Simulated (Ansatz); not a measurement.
# Li2HgF4 (built on the sites of a database entry of Cs2HgF4): following an unstable mode, part 2 of 2

Which phase does Li2HgF4 (built on the sites of a database entry of Cs2HgF4) fall into along its unstable mode, and how much energy does it gain?

Ansatz 0.2.0; DFT PBEsol, scalar-relativistic, plane waves, PAW.

So far. Step 4 (The mode frozen in, largest atomic shift 0.6 Å): The run ends at a pressure of -1.17 GPa, with forces up to 0.83 eV/Å. Step 5 (Energy along the mode, all amplitudes (two of the runs …): The lowest of the steps tried is the last one, at 0.6 Å, 97.4 meV/atom below the parent; the bottom of the well need not coincide with a step.

The structure was built from a prototype and need not be the compound's stable phase.

## Step 6: Relaxing from the distorted cell

Starting from the lowest point found, all atoms and the cell are let go, so that strain and other modes of the same symmetry can join in.

input.yaml

```yaml
crystal:
  lattice:
    - [-2.2698744399, 2.2698744399, 5.4223198673]
    - [2.2698744399, -2.2698744399, 5.4223198673]
    - [2.2698744399, 2.2698744399, -5.4223198673]
  atoms:
    - { symbol: Li, position: [0.2944384491, 0.4743256654, 0.050756675] }
    - { symbol: Li, position: [0.5764310096, 0.7563182259, 0.050756675] }
    - { symbol: Hg, position: [-0.0014456208, 0.0025820662, 0.0011364454] }
    - { symbol: F, position: [0.2103659223, 0.1883163364, -0.0062214741] }
    - { symbol: F, position: [0.8054621895, 0.7834126036, -0.0062214741] }
    - { symbol: F, position: [0.0460276988, 0.4989673141, 0.5449950128] }
    - { symbol: F, position: [0.5005781696, -0.0822114385, 0.4183667312] }
kpoints:
  mp_grid: { grid: [8, 8, 8] }
hamiltonian:
  xc: pbesol
scf:
  occupations: { method: fixed }
output:
  forces: true
  stress: true
  eigenvalues: true
relax:
  adjacent_minimum: "off"
  f_tol: 0.002
  max_steps: 120
  cell: { stress_tol: 0.03 }
```

Run with:

```console
$ ansatz run input.yaml --threads 8 --pin off --max-ram 14336MiB --backend cpu --events-out ev --progress --plain --runs-dir out
```

Numbers of over 12 decimals in the logs are rounded to 6 here.

Log:

```text
[...]
Crystal: 7 atoms, lattice volume = 111.750 Å³
Basis set: ecut = 420 eV, 2195 PW (Γ), exchange–correlation on 90×90×90 points (8 copies of the dense FFT grid, shifted against one another)
Bands: 34, of which v1, the nominal top of the filled ones, is band 27 counted from 1 (26 counted from 0)
Symmetry: 2 space group operations
[...]
k-points: 150 of 512 (time reversal used)
[...]
SCF iter   1: F=—  HF=-17278.975827 eV  |F-HF|=—  |Δ(HF+E_count)|=         —  Δρ=1.19e-2  dr2=9.76e-2  ethr=1.77e-3  ⟨swp⟩=5.0  Hψ=17898  notcnv=0  defer=744
[...]
SCF iter   9: F=-17278.949599 eV  HF=-17278.949599 eV  |F-HF|=9.60e-9  |Δ(HF+E_count)|=   2.16e-8  Δρ=2.57e-6  dr2=6.60e-9  ethr=1.85e-10  ⟨swp⟩=2.9  Hψ=18680  notcnv=0
SCF 1 converged in 9 iterations: F = -17278.949599 eV  dr2 = 6.60e-9
[...]
relax step   1: F+E_penalty+E_count = -17278.94959861 eV  Δ(F+E_penalty+E_count) = +0.000e0 eV  max|allowed force component| = 8.291e-1 eV/Å  Δτ_max = 0.0000 Å  P = -1.174 GPa  Ω = 111.750 Å³  (9 SCF iters, dr2 threshold 1.00e-7 eV, accepted)
Crystal: 7 atoms, lattice volume = 112.643 Å³
Basis set: ecut = 420 eV, 2209 PW (Γ), exchange–correlation on 90×90×90 points (8 copies of the dense FFT grid, shifted against one another)
[...]
iter 1 solved again at ethr=3.49e-4 eV; its pass at ethr=3.10e-3 eV (dr2=1.88e-1 eV) is discarded
[...]
SCF iter   8: F=-17279.236576 eV  HF=-17279.236576 eV  |F-HF|=3.17e-7  |Δ(HF+E_count)|=   2.94e-6  Δρ=1.22e-5  dr2=2.14e-7  ethr=1.30e-9  ⟨swp⟩=10.2  Hψ=24669  notcnv=0
SCF 2 converged in 8 iterations: F = -17279.236576 eV  dr2 = 2.14e-7
relax step   2: F+E_penalty+E_count = -17279.23657640 eV  Δ(F+E_penalty+E_count) = -2.870e-1 eV  max|allowed force component| = 4.185e-1 eV/Å  Δτ_max = 0.1622 Å  P = -1.690 GPa  Ω = 112.643 Å³  energy of the carried Pulay correction = -2.664e-3 eV  (8 SCF iters, dr2 threshold 7.00e-7 eV, accepted)
Crystal: 7 atoms, lattice volume = 108.861 Å³
Basis set: ecut = 420 eV, 2135 PW (Γ), exchange–correlation on 90×90×90 points (8 copies of the dense FFT grid, shifted against one another)
[...]
SCF iter   9: F=-17279.571200 eV  HF=-17279.571199 eV  |F-HF|=1.66e-7  |Δ(HF+E_count)|=   1.40e-6  Δρ=7.46e-6  dr2=7.65e-8  ethr=1.30e-9  ⟨swp⟩=5.1  Hψ=19533  notcnv=0
SCF 3 converged in 9 iterations: F = -17279.571200 eV  dr2 = 7.65e-8
relax step   3: F+E_penalty+E_count = -17279.57119950 eV  Δ(F+E_penalty+E_count) = -3.346e-1 eV  max|allowed force component| = 6.445e-1 eV/Å  Δτ_max = 0.1954 Å  P = -1.106 GPa  Ω = 108.861 Å³  energy of the carried Pulay correction = +8.774e-3 eV  (9 SCF iters, dr2 threshold 7.00e-7 eV, accepted)
[... from here on, the SCF cycles and remarks between the steps are left out ...]
relax step   4: F+E_penalty+E_count = -17279.84638070 eV  Δ(F+E_penalty+E_count) = -2.752e-1 eV  max|allowed force component| = 4.010e-1 eV/Å  Δτ_max = 0.1324 Å  P = +0.117 GPa  Ω = 103.348 Å³  energy of the carried Pulay correction = +2.617e-2 eV  (8 SCF iters, dr2 threshold 7.00e-7 eV, accepted)
relax step   5: F+E_penalty+E_count = -17279.95165616 eV  Δ(F+E_penalty+E_count) = -1.053e-1 eV  max|allowed force component| = 3.678e-1 eV/Å  Δτ_max = 0.1952 Å  P = +0.387 GPa  Ω = 98.355 Å³  energy of the carried Pulay correction = +4.271e-2 eV  (9 SCF iters, dr2 threshold 7.00e-7 eV, accepted)
relax step   6: F+E_penalty+E_count = -17279.86852123 eV  Δ(F+E_penalty+E_count) = +8.313e-2 eV  max|allowed force component| = 7.204e-1 eV/Å  Δτ_max = 0.1498 Å  P = +1.588 GPa  Ω = 95.765 Å³  energy of the carried Pulay correction = +5.161e-2 eV  (8 SCF iters, dr2 threshold 7.00e-7 eV, rejected (line search))
relax step   7: F+E_penalty+E_count = -17280.01074249 eV  Δ(F+E_penalty+E_count) = -5.909e-2 eV  max|allowed force component| = 9.269e-2 eV/Å  Δτ_max = 0.0749 Å  P = -0.235 GPa  Ω = 98.141 Å³  energy of the carried Pulay correction = +4.344e-2 eV  (13 SCF iters, accepted)
relax step   8: F+E_penalty+E_count = -17280.01950345 eV  Δ(F+E_penalty+E_count) = -8.761e-3 eV  max|allowed force component| = 4.816e-2 eV/Å  Δτ_max = 0.0422 Å  P = -0.097 GPa  Ω = 97.513 Å³  energy of the carried Pulay correction = +4.558e-2 eV  (7 SCF iters, dr2 threshold 7.00e-7 eV, accepted)
relax step   9: F+E_penalty+E_count = -17280.02800263 eV  Δ(F+E_penalty+E_count) = -8.499e-3 eV  max|allowed force component| = 5.330e-2 eV/Å  Δτ_max = 0.1139 Å  P = +0.012 GPa  Ω = 96.647 Å³  energy of the carried Pulay correction = +4.856e-2 eV  (8 SCF iters, dr2 threshold 4.02e-7 eV, accepted)
relax step  10: F+E_penalty+E_count = -17280.03881366 eV  Δ(F+E_penalty+E_count) = -1.081e-2 eV  max|allowed force component| = 7.784e-2 eV/Å  Δτ_max = 0.1951 Å  P = -0.237 GPa  Ω = 95.722 Å³  energy of the carried Pulay correction = +5.176e-2 eV  (8 SCF iters, dr2 threshold 1.78e-7 eV, accepted)
relax step  11: F+E_penalty+E_count = -17280.03728580 eV  Δ(F+E_penalty+E_count) = +1.528e-3 eV  max|allowed force component| = 1.700e-1 eV/Å  Δτ_max = 0.0262 Å  P = +0.749 GPa  Ω = 95.416 Å³  energy of the carried Pulay correction = +5.283e-2 eV  (7 SCF iters, dr2 threshold 7.00e-7 eV, rejected (line search))
relax step  12: F+E_penalty+E_count = -17280.04086988 eV  Δ(F+E_penalty+E_count) = -2.056e-3 eV  max|allowed force component| = 1.236e-2 eV/Å  Δτ_max = 0.0048 Å  P = +0.004 GPa  Ω = 95.760 Å³  energy of the carried Pulay correction = +5.163e-2 eV  (11 SCF iters, accepted)
relax step  13: F+E_penalty+E_count = -17280.04021224 eV  Δ(F+E_penalty+E_count) = +6.576e-4 eV  max|allowed force component| = 6.633e-3 eV/Å  Δτ_max = 0.0105 Å  P = -0.027 GPa  Ω = 96.015 Å³  energy of the carried Pulay correction = +5.074e-2 eV  (6 SCF iters, dr2 threshold 7.48e-8 eV, accepted)
relax step  14: F+E_penalty+E_count = -17280.04054027 eV  Δ(F+E_penalty+E_count) = -3.280e-4 eV  max|allowed force component| = 3.470e-3 eV/Å  Δτ_max = 0.0091 Å  P = -0.000 GPa  Ω = 95.927 Å³  energy of the carried Pulay correction = +5.105e-2 eV  (8 SCF iters, dr2 threshold 3.49e-9 eV, accepted)
relax step  15: F+E_penalty+E_count = -17280.04055231 eV  Δ(F+E_penalty+E_count) = -1.205e-5 eV  max|allowed force component| = 4.171e-3 eV/Å  Δτ_max = 0.0017 Å  P = -0.009 GPa  Ω = 95.925 Å³  energy of the carried Pulay correction = +5.105e-2 eV  (6 SCF iters, dr2 threshold 7.52e-10 eV, accepted)
relax step  16: F+E_penalty+E_count = -17280.04060735 eV  Δ(F+E_penalty+E_count) = -5.504e-5 eV  max|allowed force component| = 7.345e-4 eV/Å  Δτ_max = 0.0022 Å  P = +0.001 GPa  Ω = 95.911 Å³  energy of the carried Pulay correction = +5.110e-2 eV  (7 SCF iters, dr2 threshold 1.09e-9 eV, accepted)
relax step  17: F+E_penalty+E_count = -17280.02966781 eV  Δ(F+E_penalty+E_count) = +1.094e-2 eV  max|allowed force component| = 6.470e-4 eV/Å  Δτ_max = 0.0000 Å  P = -0.288 GPa  Ω = 95.911 Å³  stress off target by 4.94e-1 GPa  SCF on the basis re-selected at this cell (its energy is not comparable with the rows above)  (8 SCF iters)
relax step  18: F+E_penalty+E_count = -17280.03473252 eV  Δ(F+E_penalty+E_count) = -5.065e-3 eV  max|allowed force component| = 9.756e-3 eV/Å  Δτ_max = 0.0169 Å  P = +0.090 GPa  Ω = 94.912 Å³  energy of the carried Pulay correction = +3.554e-3 eV  (6 SCF iters, dr2 threshold 6.09e-7 eV, accepted)
relax step  19: F+E_penalty+E_count = -17280.03425547 eV  Δ(F+E_penalty+E_count) = +4.770e-4 eV  max|allowed force component| = 1.779e-2 eV/Å  Δτ_max = 0.0055 Å  P = -0.053 GPa  Ω = 95.064 Å³  energy of the carried Pulay correction = +3.012e-3 eV  (6 SCF iters, dr2 threshold 4.17e-8 eV, accepted)
relax step  20: F+E_penalty+E_count = -17280.03427158 eV  Δ(F+E_penalty+E_count) = -1.610e-5 eV  max|allowed force component| = 4.741e-3 eV/Å  Δτ_max = 0.0053 Å  P = +0.017 GPa  Ω = 95.070 Å³  energy of the carried Pulay correction = +2.991e-3 eV  (6 SCF iters, dr2 threshold 2.17e-8 eV, accepted)
relax step  21: F+E_penalty+E_count = -17280.03427776 eV  Δ(F+E_penalty+E_count) = -6.184e-6 eV  max|allowed force component| = 1.191e-3 eV/Å  Δτ_max = 0.0012 Å  P = -0.004 GPa  Ω = 95.073 Å³  energy of the carried Pulay correction = +2.982e-3 eV  (6 SCF iters, dr2 threshold 5.52e-9 eV, accepted)
relax step  22: F+E_penalty+E_count = -17280.03427638 eV  Δ(F+E_penalty+E_count) = +1.385e-6 eV  max|allowed force component| = 3.019e-3 eV/Å  Δτ_max = 0.0015 Å  P = -0.004 GPa  Ω = 95.073 Å³  energy of the carried Pulay correction = +2.983e-3 eV  (8 SCF iters, rejected (line search))
relax step  23: F+E_penalty+E_count = -17280.03427776 eV  Δ(F+E_penalty+E_count) = -7.130e-10 eV  max|allowed force component| = 1.195e-3 eV/Å  Δτ_max = 0.0000 Å  P = -0.004 GPa  Ω = 95.073 Å³  energy of the carried Pulay correction = +2.982e-3 eV  (5 SCF iters, accepted)
relax step  24: F+E_penalty+E_count = -17280.03158376 eV  Δ(F+E_penalty+E_count) = +2.694e-3 eV  max|allowed force component| = 1.125e-3 eV/Å  Δτ_max = 0.0000 Å  P = -0.053 GPa  Ω = 95.073 Å³  stress off target by 8.62e-2 GPa  SCF on the basis re-selected at this cell (its energy is not comparable with the rows above)  (6 SCF iters)
relax step  25: F+E_penalty+E_count = -17280.03214559 eV  Δ(F+E_penalty+E_count) = -5.618e-4 eV  max|allowed force component| = 1.858e-3 eV/Å  Δτ_max = 0.0034 Å  P = -0.002 GPa  Ω = 94.928 Å³  energy of the carried Pulay correction = +5.178e-4 eV  (6 SCF iters, dr2 threshold 1.86e-8 eV, accepted)
[...]
SCF iter   6: F=-17280.031709 eV  HF=-17280.031709 eV  |F-HF|=7.28e-12  |Δ(HF+E_count)|=  2.18e-11  Δρ=6.44e-8  dr2=3.36e-12  ethr=1.00e-12  ⟨swp⟩=10.8  Hψ=31397  notcnv=0
SCF 26 converged in 6 iterations: F = -17280.031709 eV  dr2 = 3.36e-12
relax step  26: F+E_penalty+E_count = -17280.03170852 eV  Δ(F+E_penalty+E_count) = +4.371e-4 eV  max|allowed force component| = 1.856e-3 eV/Å  Δτ_max = 0.0000 Å  P = -0.006 GPa  Ω = 94.928 Å³  stress off target by 1.07e-2 GPa  SCF on the basis re-selected at this cell (its energy is not comparable with the rows above)  (6 SCF iters)
[...]
SCF converged after 6 iterations
Free energy (F): -17280.031709 eV
[...]
Internal energy: -17280.031709 eV  (E = F + TS)
E sigma→0 (E₀):  -17280.031709 eV
Fermi energy:    2.273590 eV
[...]
--- Forces (eV/Å), atoms counted from 1 ---
  atom   1  Li     0.00002225    -0.00035473    -0.00066886
  atom   2  Li     0.00002225    -0.00035473     0.00066886
  atom   3  Hg    -0.00007178     0.00008918     0.00000000
  atom   4  F     -0.00009489     0.00023501     0.00185562
  atom   5  F     -0.00009489     0.00023501    -0.00185562
  atom   6  F     -0.00127102    -0.00133867     0.00000000
  atom   7  F      0.00148789     0.00148906     0.00000000
  max |Σ_I F_I| component: 1.81e-7 eV/Å
--- Stress (GPa, compression-positive) ---
       -0.003728      -0.005893       0.000000
       -0.005893      -0.004599       0.000000
        0.000000       0.000000      -0.010719
  P = ⅓ Tr σ = -0.0063 GPa (-0.063 kbar)
--- Band table (eV; the first three rows and the last of 150) ---
  k-point 0: bands = [... 23 lower, 0.9875, 1.0025, 1.2999, 1.5580, 4.5106, 10.8774, 11.6467, 12.5048, ... 3 higher]
  k-point 1: bands = [... 23 lower, 0.9579, 1.0909, 1.1530, 1.6716, 4.9350, 10.9124, 11.6226, 12.3531, ... 3 higher]
  k-point 2: bands = [... 23 lower, 0.9282, 0.9426, 1.2384, 1.7803, 5.6415, 10.9527, 11.2333, 12.1878, ... 3 higher]
  k-point 149: bands = [... 23 lower, 1.0572, 1.3664, 1.4796, 1.7971, 5.6800, 9.0438, 9.8941, 11.8588, ... 3 higher]
--- Relaxed structure (23 steps of the walk, 20 accepted, 3 SCFs on fresh bases) ---
  F+E_penalty+E_count = -17280.03170852 eV   max|allowed force component| = 1.856e-3 eV/Å   (the final SCF, on the basis selected at the relaxed cell)
  cell:  # Å, volume = 94.9276 Å³
    - [-2.146172, 2.145913, 4.664913]
    - [2.146172, -2.145913, 4.664913]
    - [2.370689, 2.370430, -4.664913]
  atoms:
    - { symbol: Li, position: [0.196157, 0.506226, 0.00769015] }
    - { symbol: Li, position: [0.501464, 0.811533, 0.00769015] }
    - { symbol: Hg, position: [-0.113512, 0.121182, 0.00767043] }
    - { symbol: F, position: [0.292000, 0.158512, 0.00759711] }
    - { symbol: F, position: [0.849085, 0.715597, 0.00759711] }
    - { symbol: F, position: [0.162021, 0.462985, 0.625006] }
    - { symbol: F, position: [0.544642, -0.154324, 0.390318] }
```

Wall time 3.4 min (8 threads of Arm Neoverse V1, shared host); peak memory 0.9 GiB; 27 min of CPU time.

Relaxation path (22 of 26):

| step | energy less that of the first step (eV) | largest force component (eV/Å) | pressure (GPa) | volume (Å³) |
| --- | --- | --- | --- | --- |
| 1 | 0.0000 | 0.8291 | -1.17 | 111.75 |
| 2 | -0.2870 | 0.4185 | -1.69 | 112.64 |
| 3 | -0.6216 | 0.6445 | -1.11 | 108.86 |
| 5 | -1.0021 | 0.3678 | 0.39 | 98.35 |
| 6 | -0.9189 | 0.7204 | 1.59 | 95.77 |
| 7 | -1.0611 | 0.0927 | -0.24 | 98.14 |
| 8 | -1.0699 | 0.0482 | -0.10 | 97.51 |
| 9 | -1.0784 | 0.0533 | 0.01 | 96.65 |
| 11 | -1.0877 | 0.1700 | 0.75 | 95.42 |
| 12 | -1.0913 | 0.0124 | 0.00 | 95.76 |
| 13 | -1.0906 | 0.0066 | -0.03 | 96.02 |
| 14 | -1.0909 | 0.0035 | 0.00 | 95.93 |
| 15 | -1.0910 | 0.0042 | -0.01 | 95.93 |
| 16 | -1.0910 | 0.0007 | 0.00 | 95.91 |
| 18 | -1.0851 | 0.0098 | 0.09 | 94.91 |
| 19 | -1.0847 | 0.0178 | -0.05 | 95.06 |
| 20 | -1.0847 | 0.0047 | 0.02 | 95.07 |
| 21 | -1.0847 | 0.0012 | 0.00 | 95.07 |
| 22 | -1.0847 | 0.0030 | 0.00 | 95.07 |
| 24* | -1.0820 | 0.0011 | -0.05 | 95.07 |
| 25 | -1.0825 | 0.0019 | 0.00 | 94.93 |
| 26* | -1.0821 | 0.0019 | -0.01 | 94.93 |

Relaxation steps marked * repeat the geometry before them on a plane-wave basis chosen anew for their cell, so energy and pressure can jump there. Other such steps can lie between the rows shown. Relaxation steps 6, 11, 22 were tried and not accepted.

The run keeps the 2 symmetry operations that it works with, so distortions that break them were not tested.

| cell as run | before | after | change |
| --- | --- | --- | --- |
| a (Å) | 6.301 | 5.565 | -11.7 % |
| b (Å) | 6.301 | 5.565 | -11.7 % |
| c (Å) | 6.301 | 5.745 | -8.8 % |
| α (°) | 137.77 | 132.89 | -3.5 % |
| β (°) | 137.77 | 132.90 | -3.5 % |
| γ (°) | 61.25 | 66.10 | +7.9 % |
| volume (Å³/atom) | 15.96 | 13.56 | -15.1 % |

The atoms that moved most (Å, as changes of fractional coordinates times the final cell):

| atom | dx | dy | dz | length |
| --- | --- | --- | --- | --- |
| Hg3 | 0.511 | -0.480 | 0.000 | 0.700 |
| F6 | -0.136 | 0.516 | 0.000 | 0.534 |
| Li1 | 0.177 | -0.381 | -0.109 | 0.434 |
| Li2 | 0.177 | -0.381 | 0.109 | 0.434 |
| F5 | -0.206 | 0.272 | -0.177 | 0.385 |
| F4 | -0.206 | 0.272 | 0.177 | 0.385 |
| F7 | -0.316 | 0.183 | 0.000 | 0.365 |

Numbers from this step:

| Item | Value |
| --- | --- |
| pressure | -0.006349 GPa |
| gap on the k-mesh | 2.237 eV |
| volume per atom | 13.56 Å³ |

The distorted start has space group Cm; the relaxation ends in Fmm2.

## Step 7: The new phase in its own primitive cell

The relaxed structure is symmetrised, reduced to its primitive cell and relaxed tightly, as its phonons need.

input.yaml

```yaml
crystal:
  lattice:
    - [0.0, 4.6649128026, 3.0349619764]
    - [3.3524772981, 0.0, 3.0349619764]
    - [3.3524772981, 4.6649128026, 0.0]
  atoms:
    - { symbol: Li, position: [0.1961475056, 0.5014541163, 0.4985458837] }
    - { symbol: Li, position: [0.5014541163, 0.1961475056, 0.8038524944] }
    - { symbol: Hg, position: [0.8864884096, 0.8864884096, 0.1135115904] }
    - { symbol: F, position: [0.2920370686, 0.8491216873, 0.1508783127] }
    - { symbol: F, position: [0.8491216873, 0.2920370686, 0.7079629314] }
    - { symbol: F, position: [0.1620210581, 0.5446858698, 0.8379789419] }
    - { symbol: F, position: [0.5446858698, 0.1620210581, 0.4553141302] }
kpoints:
  mp_grid: { grid: [6, 6, 6] }
hamiltonian:
  xc: pbesol
scf:
  occupations: { method: fixed }
output:
  forces: true
  stress: true
  eigenvalues: true
relax:
  adjacent_minimum: "off"
  f_tol: 0.001
  max_steps: 60
  cell: { stress_tol: 0.01 }
```

Log:

```text
[...]
Crystal: 7 atoms, lattice volume = 94.928 Å³
Basis set: ecut = 420 eV, 1875 PW (Γ), exchange–correlation on 80×64×80 points (8 copies of the dense FFT grid, shifted against one another)
Bands: 34, of which v1, the nominal top of the filled ones, is band 27 counted from 1 (26 counted from 0)
Symmetry: 4 space group operations
[...]
k-points: 46 of 216 (time reversal used)
[...]
- [3.352498, 0.0, 3.035703]
    - [3.352498, 4.662419, 0.0]
  atoms:
    - { symbol: Li, position: [0.196106, 0.501439, 0.498561] }
    - { symbol: Li, position: [0.501439, 0.196106, 0.803894] }
    - { symbol: Hg, position: [0.886484, 0.886484, 0.113516] }
    - { symbol: F, position: [0.292343, 0.849119, 0.150881] }
    - { symbol: F, position: [0.849119, 0.292343, 0.707657] }
    - { symbol: F, position: [0.161836, 0.544629, 0.838164] }
    - { symbol: F, position: [0.544629, 0.161836, 0.455371] }
[key lines of the parts left out:]
SCF converged after 6 iterations
Free energy (F): -17280.031648 eV
Fermi energy:    2.228321 eV
P = ⅓ Tr σ = -0.0003 GPa (-0.003 kbar)
```

Run time: 15 s. Hardware: 8 threads; peak memory 0.55 GiB.

Little changed from the start: no atom moved by 0.005 Å and no cell edge by 0.1 %.

Numbers from this step:

```yaml
pressure: -3.06e-4 GPa
gap_on_the_k_mesh: 2.285 eV
direct_gap_on_mesh: 2.956 eV
```

The largest force component left is 0.27 meV/Å and the pressure is 0.000 GPa, within the tolerances set. The cell now holds 13.56 Å³/atom.

## Step 8: Results

```
unstable mode of the parent                                                      : q = (0, 0, 0), 246i cm⁻¹
depth at the lowest point sampled                                                : 97.4 meV/atom
largest atomic shift at that point                                               : 0.6 Å
space group reached (within 0.01 Å)                                              : Fmm2
energy gained over the parent (first relaxation, on the mesh of the frozen mode) : 252 meV/atom
volume per atom, phase reached                                                   : 13.6 Å³
gap on the k-mesh, phase reached                                                 : 2.28 eV
```

**Reading.** Along this mode the structure falls into Fmm2, 252 meV/atom below the parent. At the parent's cell the well is 97.38 meV/atom deep on the steps tried, with its lowest point at a shift of 0.6 Å. That is the last step tried, so the steps alone don't bracket the bottom of the well. Relaxing atoms and cell changes the gain by +154.59 meV/atom against the lowest step (energies at zero smearing). Most of the total comes from this relaxation. The modes of the phase reached were not computed on this path. Of the 5 patterns followed to their end from this parent, this one reaches the lowest energy. Each path keeps the symmetry of its pattern, so a lower phase may lie along a pattern not tried. Spin-orbit coupling is left out, which can matter for the heavy elements here. The starting cell was built on a prototype and not taken from a measurement, so the phase need not exist.

[Logs are printed without paths, hosts, clocks, repeated set-up lines and the standing remarks that a program may print on its own settings, such as how far it seeks lower states.]

[Hosts, paths, dates, database ids (printed as entryN), source tags and the programs' standing remarks are cut or masked in the printed files.]
